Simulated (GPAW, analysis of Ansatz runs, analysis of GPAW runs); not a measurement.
# Ti on the Ga site in GaAs: charge-transition level, PBE (GPAW)

How near does this set-up come to the measured charge-transition level? Subject: Ti on the Ga site in GaAs. Set-up: PBE, plane waves 500 eV, 32-site cell, measured lattice, k: the single point 1/4 1/4 1/4 then 2x2x2 shifted, dielectric constants 10.9 and 12.9 (handbook). The model is a cell of 32 host atoms with 1 Ga taken out and 1 Ti put in. The level is the Fermi energy at which two charge states have equal formation energy, after a correction for the images of the charge. The measured lattice removes the functional's error in the volume.

Measured beforehand: (+1/0) level below the conduction-band bottom: 0.9 eV, by DLTS; Ti(4+/3+) donor level, value from Fig. 2 (“Band-Edge Hydrostatic Deformation Potentials in III-V Semiconductors”, 1987, D. D. Nolte, W. Walukiewicz, and E. E. Haller). The runs below try to reproduce this.

Main program and level: GPAW 26.7.0; GPAW plane-wave PAW DFT, PBE; relaxation of all atoms of a defect supercell.

Most raw output is cut from this account.

## 1. Set-up

The cell holds 32 atoms: 15 Ga, 1 Ti and 16 As. Cell: a = 9.792 Å, b = 9.792 Å, c = 9.792 Å, α = 109.5°, β = 109.5°, γ = 109.5°. It derives from GaAs (space group F-43m). Nearest the centre at fractional (0.250, 0.500, 0.250): Ti7 at 0.05 Å, As19 at 2.43 Å, As23 at 2.43 Å, As22 at 2.48 Å, As28 at 2.48 Å, Ga10 at 3.95 Å, Ga1 at 3.95 Å, Ga12 at 3.98 Å. The cell carries charge +1.

The host's primitive cell comes from a first run (GPAW plane-wave PAW DFT, PBE; relaxation of all atoms of a defect-free cell): vectors of 3.998, 3.998 and 3.998 Å. That is 22.59 Å³ an atom. The supercell is built on it.

## 2. Relaxation, charge +1

Every later number rests on the structure around the defect, so the atoms are relaxed at the host's lattice first.

File run.py:

```python
import numpy as np
from ase.io import read, write
from ase.parallel import parprint, world
from gpaw import GPAW, PW
from ase.optimize import BFGS

atoms = read('POSCAR')
calc = GPAW(mode=PW(500),
            xc='PBE',
            kpts=[[0.25, 0.25, 0.25]],
            charge=1,
            occupations={'name': 'fermi-dirac', 'width': 0.01},
            nbands=76,
            convergence={'density': 1e-05, 'forces': 0.001},
            maxiter=150,
            symmetry='off',
            txt='gpaw.txt')
atoms.calc = calc
opt = BFGS(atoms, trajectory='relax.traj', logfile='-')
done = opt.run(fmax=0.02, steps=80)
parprint('Converged:', done)
energy = atoms.get_potential_energy()
forces = atoms.get_forces()
parprint(f'Energy: {energy:.6f} eV, largest force {np.linalg.norm(forces, axis=1).max():.4f} eV/A')
calc.write('gs.gpw')
write('final.xyz', atoms)
for s in range(calc.get_number_of_spins()):
    parprint('Levels (eV), spin', s, calc.get_eigenvalues(kpt=0, spin=s)[-16:].round(3))
```

File POSCAR:

```
Ga Ti Ga As
 1.0000000000000000
    -5.6536999999999988    5.6536999999999997   -5.6536999999999997
     5.6536999999999997    5.6536999999999997    5.6536999999999997
     5.6536999999999997   -5.6536999999999988   -5.6536999999999988
 Ga  Ti  Ga  As 
   6   1   9  16
Direct
  0.0042417071391948  0.0058503104285928  0.0020553454589610
  0.0009294426651752  0.2485497822344173  0.7451109788185445
 -0.0024740266236315  0.4987684771347719  0.5034541843041973
 -0.0032254060002079  0.7529997985673497  0.2494515388581719
  0.2496666849311282  0.0022601253802671  0.7551987770092248
  0.2453099095807915  0.2453893966376886  0.4942837311515055
  0.2530549598598480  0.4982334964778192  0.2536238780748348
  0.2482477038706844  0.7532779225234784 -0.0024384511157058
  0.4943911763751123 -0.0015678512150679  0.4956741394124454
  0.4966049300150641  0.2528502903362029  0.2498603985394261
  0.4960222760012489  0.5004264376864734 -0.0043988909749022
  0.5016473144621316  0.7460648756803551  0.7472046998645333
  0.7486843649562714  0.0030186791041560  0.2541596198552623
  0.7440090113187464  0.2485571194586978 -0.0024757555970988
  0.7533316081320881  0.5022709215819650  0.7561506756420671
  0.7534263642817043  0.7495293596544661  0.4972429289790143
  0.0051429233994139  0.0047795683383379  0.7553332411907542
 -0.0032310762176779  0.2508701337575016  0.4955226570390126
  0.0018631223114953  0.5024560562953589  0.2467823955312620
 -0.0061648124443705  0.7477712825306692 -0.0030916387747695
  0.2540118500198545 -0.0018639616504960  0.5021403054115423
  0.2463662763316629  0.2439380541909024  0.2456502251212729
  0.2537828291650718  0.4979065718075527  0.0021175552456067
  0.2513964758434352  0.7531221980152207  0.7559275248779904
  0.5009232864061075  0.0049312778991645  0.2491686218384520
  0.4966750937042723  0.2445579124442384 -0.0053723084137286
  0.4940088024370532  0.4963195144013309  0.7480891742703836
  0.5060366240196900  0.7516206895782183  0.5027537744340127
  0.7443840881481046 -0.0007129616171128 -0.0031790889424804
  0.7540739431420722  0.2520890532012224  0.7481808780654560
  0.7551206934960532  0.5018876318794342  0.5051974837903140
  0.7455343074945687  0.7444467559013138  0.2483853923258054
```

Command:

```console
OMP_NUM_THREADS=1 mpirun -n 4 gpaw python run.py > stdout
```

Elapsed: 4.5 min, on 4 MPI ranks of Arm Neoverse V2, shared host; peak memory 1.2 GiB; 18 min of CPU time.

Relaxation path:

```csv
step,energy less that of the first step (eV)
0,0.0000
1,-0.1963
2,-0.4239
3,-0.4292
4,-0.4405
5,-0.4438
6,-0.4463
7,-0.4483
8,-0.4503
9,-0.4514
10,-0.4522
11,-0.4532
12,-0.4543
13,-0.4551
14,-0.4555
15,-0.4557
16,-0.4558
17,-0.4559
```

The atoms that moved most (Å):

```csv
atom,dx,dy,dz,length
Ga1,-0.033,-0.056,0.026,0.070
Ga10,-0.043,0.019,-0.044,0.065
Ga6,0.044,0.004,-0.044,0.062
Ga12,0.058,-0.019,0.008,0.062
Ga11,-0.009,0.009,-0.057,0.058
As32,0.022,0.054,0.007,0.058
As23,0.024,0.002,0.053,0.058
Ga15,-0.029,0.002,0.047,0.056
```

Final coordinates:

```xyz
32
Lattice="-5.6537 5.6537 -5.6537 5.6537 5.6537 5.6537 5.6537 -5.6537 -5.6537" Properties=species:S:1:pos:R:3 pbc="T T T"
Ga   -0.0122   -0.0109    0.0237
Ga    5.6407   -2.8416   -2.8076
Ga    5.6631   -0.0152   -0.0105
Ga    5.6685    2.8428    2.8468
Ga    2.8288   -2.8271   -5.6585
Ga    2.8387   -0.0162   -2.8377
Ti    2.8286    2.8256    0.0047
Ga    2.8449    5.6645    2.8477
Ga    0.0153    0.0108   -5.6331
Ga   -0.0089    2.8441   -2.8345
Ga   -0.0093    5.6670   -0.0072
Ga    5.6646    2.8108   -2.8349
Ga   -2.8238    2.8228   -5.6448
Ga   -2.8434    5.6389   -2.8103
Ga    2.8268    2.8253   -5.6470
Ga    2.8127    5.6708   -2.8368
As    4.2343   -4.2311   -4.2416
As    4.2320   -1.4212   -1.4044
As    4.2423    1.4127    1.4212
As    4.2382    4.2352    4.2558
As    1.4208   -1.4222   -4.2437
As    1.4134    1.4111   -1.4094
As    1.4158    4.2395    1.4213
As    7.0713    1.4136   -1.4061
As   -1.4126    1.4170   -4.2355
As   -1.4156    4.2396   -1.4063
As    4.2356    1.4150   -4.2399
As    4.2399    4.2430   -1.4107
As   -4.2369    4.2316   -4.2392
As    1.4180    1.4171   -7.0564
As    1.4189    4.2389   -4.2420
As    1.4197    7.0731   -1.4032
```

Neighbours of Ti7 at the end:

```csv
atom,distance (Å)
As19,2.450
As23,2.450
As22,2.450
As28,2.450
Ga3,4.013
Ga12,4.013
Ga10,4.014
Ga1,4.015
Ga14,4.016
Ga9,4.016
Ga11,4.016
Ga8,4.018
Ga4,4.018
Ga2,4.018
Ga6,4.019
Ga16,4.021
```

First to last step the energy falls by 0.456 eV; the largest move, 0.07 Å, is that of Ga1. Judged within 0.08 Å, the space group went from P1 to I-43m.

## 3. Single point, charge +1

The relaxed structure is kept, and the final numbers are taken at the final level and k-points.

This step: GPAW plane-wave PAW DFT, PBE; single point of a defect supercell.

File run.py:

```python
import numpy as np
from ase.io import read, write
from ase.parallel import parprint, world
from gpaw import GPAW, PW

atoms = read('POSCAR')
calc = GPAW(mode=PW(500),
            xc='PBE',
            kpts={'size': (2, 2, 2), 'gamma': False},
            charge=1,
            occupations={'name': 'fermi-dirac', 'width': 0.01},
            nbands=76,
            convergence={'density': 1e-05, 'bands': 73},
            maxiter=150,
            symmetry={'point_group': False},
            txt='gpaw.txt')
atoms.calc = calc
energy = atoms.get_potential_energy()
forces = atoms.get_forces()
parprint(f'Energy: {energy:.6f} eV, largest force {np.linalg.norm(forces, axis=1).max():.4f} eV/A')
calc.write('gs.gpw')
write('final.xyz', atoms)
for s in range(calc.get_number_of_spins()):
    parprint('Levels (eV), spin', s, calc.get_eigenvalues(kpt=0, spin=s)[-16:].round(3))
field = calc.get_electrostatic_potential()
if world.rank == 0:
    np.save('potential.npy', field)
field = calc.get_pseudo_density()
if world.rank == 0:
    np.save('density.npy', field)
```

File POSCAR:

```
Ga Ti Ga As
 1.0000000000000000
    -5.6536999999999988    5.6536999999999997   -5.6536999999999997
     5.6536999999999997    5.6536999999999997    5.6536999999999997
     5.6536999999999997   -5.6536999999999988   -5.6536999999999988
 Ga  Ti  Ga  As 
   6   1   9  16
Direct
 -0.0030649972584325 -0.0020454817199356 -0.0031769239612997
 -0.0030017015405841  0.2475500459875831  0.7471525593858888
 -0.0004170207121000  0.4994900304225551  0.5017602799936325
[... 2 atom lines left out ...]
  0.2495252781364416  0.2496145524170010  0.5020074323009710
  0.2494786007393389  0.5000466349470258  0.2497378946530592
[... 1 atom line left out ...]
  0.4991320047048836  0.0023009259423030  0.4995315014945964
  0.5021996904681891  0.2507350655323062  0.2498920529918462
  0.5018164609017106  0.5003593876576401 -0.0001850637635529
  0.4992860295028037  0.7495446928560054  0.7516745361444718
[... 6 atom lines left out ...]
 -0.0007526734704706  0.5001156437377293  0.2494937501105472
[... 2 atom lines left out ...]
  0.2494411403151919  0.2497924996020305  0.2496382280630384
  0.2492409245273010  0.5001427348462070 -0.0004864380847938
[... 4 atom lines left out ...]
  0.5000066540495608  0.7502103056405538  0.4997298521322322
[... 3 atom lines left out ...]
  0.7496285432548596  0.7510844721156055  0.2496537975131330
```

Wall time 1.9 min (4 MPI ranks); peak memory 2.2 GiB.

## 4. Relaxation, charge 0

File run.py:

```python
import numpy as np
from ase.io import read, write
from ase.parallel import parprint, world
from gpaw import GPAW, PW
from ase.optimize import BFGS

atoms = read('POSCAR')
magmoms = np.zeros(len(atoms))
magmoms[[6]] = 1 / 1
atoms.set_initial_magnetic_moments(magmoms)
calc = GPAW(mode=PW(500),
            xc='PBE',
            kpts=[[0.25, 0.25, 0.25]],
            occupations={'name': 'fermi-dirac', 'width': 0.01, 'fixmagmom': True},
            nbands=77,
            convergence={'density': 1e-05, 'forces': 0.001},
            maxiter=150,
            symmetry='off',
            txt='gpaw.txt')
atoms.calc = calc
opt = BFGS(atoms, trajectory='relax.traj', logfile='-')
done = opt.run(fmax=0.02, steps=80)
parprint('Converged:', done)
energy = atoms.get_potential_energy()
forces = atoms.get_forces()
parprint(f'Energy: {energy:.6f} eV, largest force {np.linalg.norm(forces, axis=1).max():.4f} eV/A')
calc.write('gs.gpw')
write('final.xyz', atoms)
parprint('Moments:', atoms.get_magnetic_moments().round(3))
for s in range(calc.get_number_of_spins()):
    parprint('Levels (eV), spin', s, calc.get_eigenvalues(kpt=0, spin=s)[-16:].round(3))
```

File POSCAR:

```
Ga Ti Ga As
 1.0000000000000000
    -5.6536999999999988    5.6536999999999997   -5.6536999999999997
     5.6536999999999997    5.6536999999999997    5.6536999999999997
     5.6536999999999997   -5.6536999999999988   -5.6536999999999988
 Ga  Ti  Ga  As 
   6   1   9  16
Direct
  0.0042417071391948  0.0058503104285928  0.0020553454589610
  0.0009294426651752  0.2485497822344173  0.7451109788185445
[... 3 atom lines left out ...]
  0.2453099095807915  0.2453893966376886  0.4942837311515055
  0.2530549598598480  0.4982334964778192  0.2536238780748348
[... 1 atom line left out ...]
  0.4943911763751123 -0.0015678512150679  0.4956741394124454
  0.4966049300150641  0.2528502903362029  0.2498603985394261
  0.4960222760012489  0.5004264376864734 -0.0043988909749022
  0.5016473144621316  0.7460648756803551  0.7472046998645333
[... 3 atom lines left out ...]
  0.7534263642817043  0.7495293596544661  0.4972429289790143
[... 2 atom lines left out ...]
  0.0018631223114953  0.5024560562953589  0.2467823955312620
[... 2 atom lines left out ...]
  0.2463662763316629  0.2439380541909024  0.2456502251212729
  0.2537828291650718  0.4979065718075527  0.0021175552456067
[... 4 atom lines left out ...]
  0.5060366240196900  0.7516206895782183  0.5027537744340127
[... 3 atom lines left out ...]
  0.7455343074945687  0.7444467559013138  0.2483853923258054
```

Wall time 12 min (4 MPI ranks); peak memory 1.8 GiB; 48 min of CPU time.

The steps of the relaxation:

```csv
step,energy less that of the first step (eV)
0,0.0000
1,-0.1865
2,-0.4051
3,-0.4100
4,-0.4214
5,-0.4245
6,-0.4271
7,-0.4293
8,-0.4315
9,-0.4326
10,-0.4335
11,-0.4345
12,-0.4356
13,-0.4364
14,-0.4367
15,-0.4368
16,-0.4369
17,-0.4370
```

The atoms that moved most (Å):

```csv
atom,dx,dy,dz,length
As23,0.019,0.007,0.070,0.073
As24,-0.049,0.017,0.038,0.064
Ga10,-0.043,-0.005,-0.046,0.064
As25,-0.026,-0.044,-0.029,0.059
Ga12,0.058,0.006,0.004,0.058
As29,0.002,0.019,-0.052,0.055
Ga15,-0.028,0.001,0.047,0.055
As19,0.023,-0.050,0.006,0.055
```

The relaxed structure:

```xyz
32
Lattice="-5.6537 5.6537 -5.6537 5.6537 5.6537 5.6537 5.6537 -5.6537 -5.6537" Properties=species:S:1:pos:R:3 pbc="T T T"
Ga   -0.0026   -0.0015    0.0061
Ga    5.6409   -2.8155   -2.8048
Ga    5.6543   -0.0060    0.0071
Ga    5.6685    2.8179    2.8505
Ga    2.8287   -2.8274   -5.6581
Ga    2.8124   -0.0170   -2.8408
Ti    2.8306    2.8250    0.0047
Ga    2.8195    5.6650    2.8504
Ga    0.0056    0.0016   -5.6508
Ga   -0.0090    2.8192   -2.8369
Ga    0.0000    5.6577    0.0107
Ga    5.6641    2.8358   -2.8383
Ga   -2.8232    2.8229   -5.6450
Ga   -2.8192    5.6381   -2.8066
Ga    2.8273    2.8250   -5.6472
Ga    2.8372    5.6719   -2.8408
As    4.2453   -4.2217   -4.2484
As    4.2231   -1.4105   -1.3978
As    4.2481    1.4064    1.4411
As    4.2407    4.2387    4.2529
As    1.4096   -1.4315   -4.2510
As    1.4086    1.4060   -1.4277
As    1.4115    4.2445    1.4386
As    7.0609    1.4226   -1.3996
As   -1.4213    1.4068   -4.2418
As   -1.4054    4.2305   -1.3992
As    4.2378    1.4112   -4.2363
As    4.2448    4.2490   -1.4304
As   -4.2281    4.2416   -4.2463
As    1.4147    1.4148   -7.0595
As    1.4161    4.2413   -4.2388
As    1.4287    7.0629   -1.3963
```

Neighbours of Ti7 at the end:

```csv
atom,distance (Å)
As23,2.467
As19,2.467
As28,2.467
As22,2.467
Ga3,3.999
Ga9,4.002
Ga1,4.002
Ga11,4.004
Ga12,4.014
Ga10,4.017
Ga14,4.019
Ga4,4.019
Ga8,4.020
Ga6,4.022
Ga2,4.022
Ga16,4.025
```

This step gave:

```yaml
total_moment: 1.000 μB
```

From the first step to the last the energy fell by 0.437 eV, and the largest move was 0.07 Å (As23). Judged within 0.08 Å, the space group went from P1 to I-43m.

## 5. Single point, charge 0

This step: GPAW plane-wave PAW DFT, PBE; single point of a defect supercell.

File run.py:

```python
import numpy as np
from ase.io import read, write
from ase.parallel import parprint, world
from gpaw import GPAW, PW

atoms = read('POSCAR')
magmoms = np.zeros(len(atoms))
magmoms[[6]] = 1 / 1
atoms.set_initial_magnetic_moments(magmoms)
calc = GPAW(mode=PW(500),
            xc='PBE',
            kpts={'size': (2, 2, 2), 'gamma': False},
            occupations={'name': 'fermi-dirac', 'width': 0.01, 'fixmagmom': True},
            nbands=77,
            convergence={'density': 1e-05, 'bands': 74},
            maxiter=150,
            symmetry={'point_group': False},
            txt='gpaw.txt')
atoms.calc = calc
energy = atoms.get_potential_energy()
forces = atoms.get_forces()
parprint(f'Energy: {energy:.6f} eV, largest force {np.linalg.norm(forces, axis=1).max():.4f} eV/A')
calc.write('gs.gpw')
write('final.xyz', atoms)
parprint('Moments:', atoms.get_magnetic_moments().round(3))
for s in range(calc.get_number_of_spins()):
    parprint('Levels (eV), spin', s, calc.get_eigenvalues(kpt=0, spin=s)[-16:].round(3))
field = calc.get_electrostatic_potential()
if world.rank == 0:
    np.save('potential.npy', field)
field = calc.get_pseudo_density()
if world.rank == 0:
    np.save('density.npy', field)
field = calc.get_pseudo_density(spin=0) - calc.get_pseudo_density(spin=1)
if world.rank == 0:
    np.save('spin.npy', field)
```

File POSCAR:

```
Ga Ti Ga As
 1.0000000000000000
    -5.6536999999999988    5.6536999999999997   -5.6536999999999997
     5.6536999999999997    5.6536999999999997    5.6536999999999997
     5.6536999999999997   -5.6536999999999988   -5.6536999999999988
 Ga  Ti  Ga  As 
   6   1   9  16
Direct
 -0.0006703353556078 -0.0003603595875268 -0.0007724569750783
 -0.0009484894847622  0.2498658957850610  0.7469165820613050
 -0.0011625068539186  0.4995238684401365  0.4994229106602756
[... 2 atom lines left out ...]
  0.2497302969736632  0.2472235951677662  0.4999547782867857
  0.2494251392893151  0.5001648407237737  0.2499167713178981
[... 1 atom line left out ...]
  0.4998854935705821  0.0006321152519586  0.5002368404761482
  0.5002161575605356  0.2485341891150926  0.2500984496878151
  0.4994069264375542  0.5003532996091056 -0.0009419601323026
  0.5018097422926581  0.7517153846153842  0.7519363850221980
[... 6 atom lines left out ...]
 -0.0030666749208482  0.5000718785927801  0.2482516369810922
[... 2 atom lines left out ...]
  0.2506057723260874  0.2489163910359588  0.2508311769283832
  0.2481493791676248  0.5002037939756268 -0.0023917514194242
[... 4 atom lines left out ...]
  0.5022728328351348  0.7511712179634575  0.5018956081857900
[... 3 atom lines left out ...]
  0.7481121407220056  0.7509785803986768  0.2498326370341548
```

The job ended after 4.4 min (4 MPI ranks; peak memory 2.9 GiB; 18 min of CPU time).

Numbers from this step:

- total moment: 1.000 μB

## 6. Charge-transition levels

Analysis of the runs above: levels from GPAW plane-wave PAW DFT, PBE energies with an image-charge correction aligned at atomic sites (own code after Kumagai and Oba).

It gives:

* gap: 0.5873 eV

## 7. Results

```
static dielectric constant used                   : 12.9
band gap of the host                              : 0.59 eV
(plus 1/0) level below the conduction-band bottom : 0.23 eV
```

In words: (+1/0) level below the conduction-band bottom: computed 0.23 eV, measured 0.9 eV; 0.67 eV shallower than the measurement. The level is counted in a gap of 0.59 eV, and the correction is screened by a dielectric constant of 12.9 from a handbook. Levels hang on the band edges, which semilocal functionals place too close together. The total moment is locked at the high-spin value, which doesn't force the spin onto the d shell; spin-orbit coupling, which lowers the gap of these hosts' heavier members, is left out. Limits: the total moment of each charge state is locked at an assumed value.

[Logs are printed without paths, hosts, clocks, repeated set-up lines and the standing remarks that a program may print on its own settings, such as how far it seeks lower states.]

[Hosts, paths, dates, database ids (printed as entryN), source tags and the programs' standing remarks are cut or masked in the printed files.]

[For some hosts the program warned that the k-mesh of the response run may be too coarse for force constants and the static dielectric constant; such warnings are not shown here.]
